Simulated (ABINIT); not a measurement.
**CaO (Fm-3m): G0W0 in ABINIT against the screening cutoff in the self-energy**

Aim: move the screening cutoff in the self-energy of a G0W0 run on CaO (Fm-3m) over a wide range.

Calculated with ABINIT 10.8.3; PBE and many-body steps on it, plane waves.

### Step 1. The starting structure

It takes space group Fm-3m (No. 225, cubic). The conventional cell has a = 4.807 Å, b = 4.807 Å, c = 4.807 Å, α = 90.00°, β = 90.00°, γ = 90.00°. Nearest to Ca lie 6 O at 2.40 Å. Nearest to O lie 6 Ca at 2.40 Å. Farther neighbours and most contacts between anions are not listed.

The cell and positions are those that the Materials Project relaxed with its own functionals (PBE, PBE+U or r2SCAN), kept fixed.

### Step 2. Screening, 4×4×4 mesh, 90 bands, screening to 217.7 eV

This step: ABINIT 10.8.3; RPA screening on PBE, plane waves, norm-conserving pseudopotentials.

The RPA dielectric matrix is built and inverted for each q.

run.abi

```
acell 3*1.0 Angstrom
rprim 
  -0.000000000000 2.403555696000 2.403555696000
  2.403555696000 -0.000000000000 2.403555696000
  2.403555696000 2.403555696000 -0.000000000000
ntypat 2
znucl 20 8
natom 2
typat 1 2
xred 
  0.000000000000 0.000000000000 0.000000000000
  0.500000000000 0.500000000000 0.500000000000
pp_dirpath "pseudos"
pseudos "Ca.upf, O.upf"
ecut 36
ngkpt 4 4 4
nshiftk 1
shiftk 0 0 0
kptopt 1
chksymbreak 0
istwfk *1
occopt 1
irdwfk 1
optdriver 3
nband 90
ecuteps 8
inclvkb 2
awtr 1
symchi 1
indata_prefix "in"
outdata_prefix "out"
tmpdata_prefix "tmp"
```

Run with:

```
$ OMP_NUM_THREADS=1 mpirun -n 4 abinit run.abi > log
```

What it wrote:

```text
.Version 10.8.3 of ABINIT. v10.8.2 released Aug 2026.

 Symmetries : space group Fm -3 m (#225); Bravais cF (face-center cubic)
[... echo of the input left out ...]
== DATASET  1 ==================================================================
-   mpi_nproc: 4, omp_nthreads: 1 (-1 if OMP is not activated)

--- !DatasetInfo
iteration_state: {dtset: 1, }
dimensions: {natom: 2, nkpt: 8, mband: 90, nsppol: 1, nspinor: 1, nspden: 1, mpw: 1964, }
cutoff_energies: {ecut:  36.0, pawecutdg:  -1.0, }
electrons: {nelect:   1.60000000E+01, charge:   0.00000000E+00, occopt:   1.00000000E+00, tsmear:   1.00000000E-02, }

 SCREENING: Calculation of the susceptibility and dielectric matrices

 Based on a program developped by R.W. Godby, V. Olevano, G. Onida, and L. Reining.
 Incorporated in ABINIT by V. Olevano, G.-M. Rignanese, and M. Torrent.
.Using double precision arithmetic ; gwpc =  8

[... cell and pseudopotentials left out ...]
--------------------------------------------------------------------------------

 ==== K-mesh for the wavefunctions ====
 Number of points in the irreducible wedge :     8
[... list of points left out ...]
 Together with 48 symmetry operations and time-reversal symmetry
 yields    64 points in the full Brillouin Zone.

 ==== Q-mesh for the screening function ====
 Number of points in the irreducible wedge :     8
[... list of points left out ...]
 Together with 48 symmetry operations and time-reversal symmetry
 yields    64 points in the full Brillouin Zone.

 setmesh: FFT mesh size selected  =    25x   25x   25
          total number of points  =        15625

 vcoul_init : cutoff-mode = AUXILIARY_FUNCTION
 q-points for optical limit:   1
     1)      0.000010    0.000020    0.000030

- screening: taking advantage of time-reversal symmetry
- Maximum band index for partially occupied states nbvw = 8
- Remaining bands to be divided among processors   nbcw = 82
- Number of bands treated by each node ~20

 Number of electrons calculated from density =   16.0000; Expected =   16.0000
 average of density, n =  0.085375
 r_s =    1.4088
 omega_plasma =   28.1852 [eV]

 calculating chi0 at frequencies [eV] :
  1    0.000000E+00    0.000000E+00
  2    0.000000E+00    2.818519E+01

--------------------------------------------------------------------------------
  q-point number  1        q = ( 0.000000, 0.000000, 0.000000) [r.l.u.]
--------------------------------------------------------------------------------
[... chi0 elements left out ...]
 For q-point:  0.000010 0.000020 0.000030
  dielectric constant =   3.6697
  dielectric constant without local fields =   4.0281

  Average fulfillment of the sum rule on Im[epsilon] for q-point    1 :     70.45  [%]
[... wings left out ...]
  q-point number  2        q = ( 0.250000, 0.000000, 0.000000) [r.l.u.]
--------------------------------------------------------------------------------
[... chi0 elements left out ...]
  Average fulfillment of the sum rule on Im[epsilon] for q-point    2 :     79.74  [%]

 [... 6 further q-points ...]
```

Wall time 9.1 s (4 MPI ranks of Arm Neoverse V2, shared host); peak memory 0.55 GiB.

This step gave:

* ε∞ with local fields, on this mesh, along the program's q direction: 3.670
* the same without local fields: 4.028
* plasma frequency: 28.19 eV
* plane waves in the screening matrix: 181

Local fields lower ε∞ by 9 %. On a Γ-centred mesh this coarse the value itself is usually too large, while a short band sum pulls it down.

### Step 3. 0.8 Ha

This step: G0W0 on PBE, plane waves, norm-conserving pseudopotentials.

run.abi: that of step 2 with these lines changed.

```diff
@@ -23,8 +23,17 @@
 irdwfk 1
-optdriver 3
+optdriver 4
 nband 90
-ecuteps 8
-inclvkb 2
-awtr 1
-symchi 1
+gwcalctyp 0
+ecutsigx 36
+symsigma 1
+nkptgw 2
+kptgw 
+  0.0000000000 0.0000000000 0.0000000000
+  0.5000000000 0.5000000000 0.0000000000
+bdgw 
+  6 12
+  7 10
+ecuteps 0.8
+irdscr 1
+ppmodel 1
 indata_prefix "in"
```

What it wrote:

```text
.Version 10.8.3 of ABINIT. v10.8.2 released Aug 2026.

 Symmetries : space group Fm -3 m (#225); Bravais cF (face-center cubic)
[... echo of the input left out ...]
== DATASET  1 ==================================================================
-   mpi_nproc: 4, omp_nthreads: 1 (-1 if OMP is not activated)

--- !DatasetInfo
iteration_state: {dtset: 1, }
dimensions: {natom: 2, nkpt: 8, mband: 90, nsppol: 1, nspinor: 1, nspden: 1, mpw: 1964, }
cutoff_energies: {ecut:  36.0, pawecutdg:  -1.0, }
electrons: {nelect:   1.60000000E+01, charge:   0.00000000E+00, occopt:   1.00000000E+00, tsmear:   1.00000000E-02, }

 SIGMA: Calculation of the GW corrections

 Based on a program developped by R.W. Godby, V. Olevano, G. Onida, and L. Reining.
 Incorporated in ABINIT by V. Olevano, G.-M. Rignanese, and M. Torrent.
.Using double precision arithmetic ; gwpc =  8

[... cell and pseudopotentials left out ...]
--------------------------------------------------------------------------------

 ==== K-mesh for the wavefunctions ====
 Number of points in the irreducible wedge :     8
[... list of points left out ...]
 Together with 48 symmetry operations and time-reversal symmetry
 yields    64 points in the full Brillouin Zone.

 ==== Q-mesh for screening function ====
 Number of points in the irreducible wedge :     8
[... list of points left out ...]
 Together with 48 symmetry operations and time-reversal symmetry
 yields    64 points in the full Brillouin Zone.

 vcoul_init : cutoff-mode = AUXILIARY_FUNCTION
 q-points for optical limit:   1
     1)      0.000010    0.000020    0.000030
 setmesh: FFT mesh size selected  =    36x   36x   36
          total number of points  =        46656

 Number of electrons calculated from density =   16.0000; Expected =   16.0000
 average of density, n =  0.085375
 r_s =    1.4088
 omega_plasma =   28.1852 [eV]

 === KS Band Gaps ===
  >>>> For spin  1
   Minimum direct gap =   4.0354 [eV], located at k-point      :   0.5000  0.5000  0.0000
   Fundamental gap    =   3.6617 [eV], Top of valence bands at :   0.0000  0.0000  0.0000
                                       Bottom of conduction at :   0.5000  0.5000  0.0000
 SIGMA fundamental parameters:
 PLASMON POLE MODEL  1
 number of plane-waves for SigmaX                 1917
 number of plane-waves for SigmaC and W              9
 number of plane-waves for wavefunctions          1917
 number of bands                                    90
 number of independent spin polarizations            1
 number of spinorial components                      1
 number of k-points in IBZ                           8
 number of q-points in IBZ                           8
 number of symmetry operations                      48
 number of k-points in BZ                           64
 number of q-points in BZ                           64
 number of frequencies for dSigma/dE                 9
 frequency step for dSigma/dE [eV]                0.25
 number of omega for Sigma on real axis              0
 max omega for Sigma on real axis  [eV]           0.00
 zcut for avoiding poles [eV]                     0.10

 EPSILON^-1 parameters (SCR file):
 dimension of the eps^-1 matrix on file            181
 dimension of the eps^-1 matrix used                 9
 number of plane-waves for wavefunctions          1917
 number of bands                                    90
 number of q-points in IBZ                           8
 number of frequencies                               2
 number of real frequencies                          1
 number of imag frequencies                          1

 matrix elements of self-energy operator (all in [eV])

 Perturbative Calculation

--- !SelfEnergy_ee
iteration_state: {dtset: 1, }
kpoint     : [   0.000,    0.000,    0.000, ]
spin       : 1
KS_gap     :    4.745
QP_gap     :    6.996
Delta_QP_KS:    2.252
data: !SigmaeeData |
     Band     E0 <VxcDFT>   SigX SigC(E0)      Z dSigC/dE  Sig(E)    E-E0       E
        6   5.095 -19.399 -24.614   3.465   0.844  -0.185 -20.876  -1.477   3.618
        7   5.095 -19.399 -24.614   3.465   0.844  -0.185 -20.876  -1.477   3.618
        8   5.095 -19.399 -24.614   3.465   0.844  -0.185 -20.876  -1.477   3.618
        9   9.840 -10.909  -6.359  -3.654   0.865  -0.157 -10.135   0.775  10.614
       10  11.332 -13.905  -6.986  -4.132   0.858  -0.166 -11.514   2.392  13.724
       11  11.332 -13.905  -6.986  -4.132   0.858  -0.166 -11.514   2.392  13.724
       12  11.332 -13.905  -6.986  -4.132   0.858  -0.166 -11.514   2.392  13.724

--- !SelfEnergy_ee
iteration_state: {dtset: 1, }
kpoint     : [   0.500,    0.500,    0.000, ]
spin       : 1
KS_gap     :    4.035
QP_gap     :    7.162
Delta_QP_KS:    3.127
data: !SigmaeeData |
     Band     E0 <VxcDFT>   SigX SigC(E0)      Z dSigC/dE  Sig(E)    E-E0       E
        7   4.721 -18.930 -24.281   3.503   0.842  -0.187 -20.487  -1.557   3.165
        8   4.721 -18.930 -24.281   3.503   0.842  -0.187 -20.487  -1.557   3.165
        9   8.757 -11.435  -5.853  -3.764   0.864  -0.158  -9.865   1.570  10.327
       10  13.145 -16.134  -8.827  -4.085   0.856  -0.168 -13.376   2.758  15.903

== END DATASET(S) ==============================================================
================================================================================

 -outvars: echo values of variables after computation  --------
           etotal      0.0000000000E+00
            nband          90
             nkpt           8
          spgroup         225
 [... the other variables as echoed above ...]

 Calculation completed.
```

The job ended after 2.3 s (4 MPI ranks; peak memory 0.13 GiB; 8.8 s of CPU time).

This step gave:

```yaml
g0w0_gap_on_the_points_computed: 6.709 eV
starting_gap_on_the_mesh: 3.662 eV
k_of_the_valence_top: 0, 0, 0
k_of_the_conduction_bottom: 0.5, 0.5, 0
z_at_the_valence_top: 0.844
z_at_the_conduction_bottom: 0.864
least_direct_g0w0_gap_on_the_computed_points: 6.996 eV
```

### Step 4. 1.6 Ha

run.abi: that of step 3 with these lines changed.

```diff
@@ -35,3 +35,3 @@
   7 10
-ecuteps 0.8
+ecuteps 1.6
 irdscr 1
```

What it wrote:

```text
.Version 10.8.3 of ABINIT. v10.8.2 released Aug 2026.

 Symmetries : space group Fm -3 m (#225); Bravais cF (face-center cubic)
[... echo of the input left out ...]
== DATASET  1 ==================================================================
-   mpi_nproc: 4, omp_nthreads: 1 (-1 if OMP is not activated)

--- !DatasetInfo
iteration_state: {dtset: 1, }
dimensions: {natom: 2, nkpt: 8, mband: 90, nsppol: 1, nspinor: 1, nspden: 1, mpw: 1964, }
cutoff_energies: {ecut:  36.0, pawecutdg:  -1.0, }
electrons: {nelect:   1.60000000E+01, charge:   0.00000000E+00, occopt:   1.00000000E+00, tsmear:   1.00000000E-02, }

 SIGMA: Calculation of the GW corrections

 Based on a program developped by R.W. Godby, V. Olevano, G. Onida, and L. Reining.
 Incorporated in ABINIT by V. Olevano, G.-M. Rignanese, and M. Torrent.
.Using double precision arithmetic ; gwpc =  8

[... cell and pseudopotentials left out ...]
--------------------------------------------------------------------------------

 ==== K-mesh for the wavefunctions ====
 Number of points in the irreducible wedge :     8
[... list of points left out ...]
 Together with 48 symmetry operations and time-reversal symmetry
 yields    64 points in the full Brillouin Zone.

 ==== Q-mesh for screening function ====
 Number of points in the irreducible wedge :     8
[... list of points left out ...]
 Together with 48 symmetry operations and time-reversal symmetry
 yields    64 points in the full Brillouin Zone.

 vcoul_init : cutoff-mode = AUXILIARY_FUNCTION
 q-points for optical limit:   1
     1)      0.000010    0.000020    0.000030
 setmesh: FFT mesh size selected  =    36x   36x   36
          total number of points  =        46656

 Number of electrons calculated from density =   16.0000; Expected =   16.0000
[...]
number of omega for Sigma on real axis              0
 max omega for Sigma on real axis  [eV]           0.00
 zcut for avoiding poles [eV]                     0.10

 EPSILON^-1 parameters (SCR file):
 dimension of the eps^-1 matrix on file            181
 dimension of the eps^-1 matrix used                15
 number of plane-waves for wavefunctions          1917
 number of bands                                    90
 number of q-points in IBZ                           8
 number of frequencies                               2
 number of real frequencies                          1
 number of imag frequencies                          1

 matrix elements of self-energy operator (all in [eV])

 Perturbative Calculation

--- !SelfEnergy_ee
iteration_state: {dtset: 1, }
kpoint     : [   0.000,    0.000,    0.000, ]
spin       : 1
KS_gap     :    4.745
QP_gap     :    6.272
Delta_QP_KS:    1.528
data: !SigmaeeData |
     Band     E0 <VxcDFT>   SigX SigC(E0)      Z dSigC/dE  Sig(E)    E-E0       E
        6   5.095 -19.399 -24.614   3.887   0.819  -0.221 -20.486  -1.088   4.007
        7   5.095 -19.399 -24.614   3.887   0.819  -0.221 -20.486  -1.088   4.007
        8   5.095 -19.399 -24.614   3.887   0.819  -0.221 -20.486  -1.088   4.007
[...]
--- !SelfEnergy_ee
iteration_state: {dtset: 1, }
kpoint     : [   0.500,    0.500,    0.000, ]
spin       : 1
KS_gap     :    4.035
QP_gap     :    6.564
Delta_QP_KS:    2.529
data: !SigmaeeData |
     Band     E0 <VxcDFT>   SigX SigC(E0)      Z dSigC/dE  Sig(E)    E-E0       E
[...]
9   8.757 -11.435  -5.853  -4.018   0.857  -0.167 -10.094   1.341  10.097
       10  13.145 -16.134  -8.827  -4.452   0.851  -0.175 -13.705   2.429  15.574

== END DATASET(S) ==============================================================
================================================================================

 -outvars: echo values of variables after computation  --------
           etotal      0.0000000000E+00
            nband          90
             nkpt           8
          spgroup         225
 [... the other variables as echoed above ...]

 Calculation completed.
```

Run time: 2.6 s. Hardware: 4 MPI ranks; peak memory 0.13 GiB.

Numbers from this step:

```yaml
g0w0_gap_on_the_points_computed: 6.09 eV
starting_gap_on_the_mesh: 3.662 eV
k_of_the_valence_top: 0, 0, 0
k_of_the_conduction_bottom: 0.5, 0.5, 0
z_at_the_valence_top: 0.819
z_at_the_conduction_bottom: 0.857
least_direct_g0w0_gap_on_the_computed_points: 6.273 eV
```

### Step 5. 2.8 Ha

The self-energy is evaluated for the states that the input lists, and the levels follow from it, in one-shot runs by the linearised quasiparticle equation.

run.abi: that of step 4 with these lines changed.

```diff
@@ -35,3 +35,3 @@
   7 10
-ecuteps 1.6
+ecuteps 2.8
 irdscr 1
```

What it wrote:

```text
.Version 10.8.3 of ABINIT. v10.8.2 released Aug 2026.

 Symmetries : space group Fm -3 m (#225); Bravais cF (face-center cubic)
[... echo of the input left out ...]
== DATASET  1 ==================================================================
-   mpi_nproc: 4, omp_nthreads: 1 (-1 if OMP is not activated)

--- !DatasetInfo
iteration_state: {dtset: 1, }
dimensions: {natom: 2, nkpt: 8, mband: 90, nsppol: 1, nspinor: 1, nspden: 1, mpw: 1964, }
cutoff_energies: {ecut:  36.0, pawecutdg:  -1.0, }
[...]
Band     E0 <VxcDFT>   SigX SigC(E0)      Z dSigC/dE  Sig(E)    E-E0       E
[...]
9   8.757 -11.435  -5.853  -4.131   0.853  -0.173 -10.198   1.237   9.994
       10  13.145 -16.134  -8.827  -4.671   0.842  -0.188 -13.916   2.219  15.364

== END DATASET(S) ==============================================================
================================================================================

 -outvars: echo values of variables after computation  --------
           etotal      0.0000000000E+00
            nband          90
             nkpt           8
          spgroup         225
 [... the other variables as echoed above ...]

 Calculation completed.
```

It took 2.9 s on 4 MPI ranks; peak memory 0.13 GiB.

Numbers from this step:

```
G0W0 gap on the points computed              : 5.723 eV
starting gap on the mesh                     : 3.662 eV
k of the valence top                         : 0, 0, 0
k of the conduction bottom                   : 0.5, 0.5, 0
least direct G0W0 gap on the computed points : 6.055 eV
```

The gap on the mesh goes from 3.66 eV to 5.72 eV, a correction of +2.06 eV.

[end of part 1 of 2]

[Paths, hosts, dates, memory and timing lines, banners, echoed tables and standing remarks are left out of the program output.]

[Logs are printed without paths, hosts, clocks, repeated set-up lines and the standing remarks that a program may print on its own settings, such as how far it seeks lower states.]

[Runs of the session that timed out or met a known fault of the program may be left out.]

[No measured gap is set beside runs whose start may be inverted or whose files or cutoffs have a known fault.]

[Hosts, paths, dates, database ids (printed as entryN), source tags and the programs' standing remarks are cut or masked in the printed files.]

[G0W0 gaps are taken among the corrected bands and points alone; a level outside them can change the order at an edge.]

[Where Ansatz stands beside ABINIT at settings called matched, ABINIT's density can come from a denser mesh and the files from another edition; pairs whose starting gaps differed by over 0.03 eV were left out, so agreement reads better than it is.]
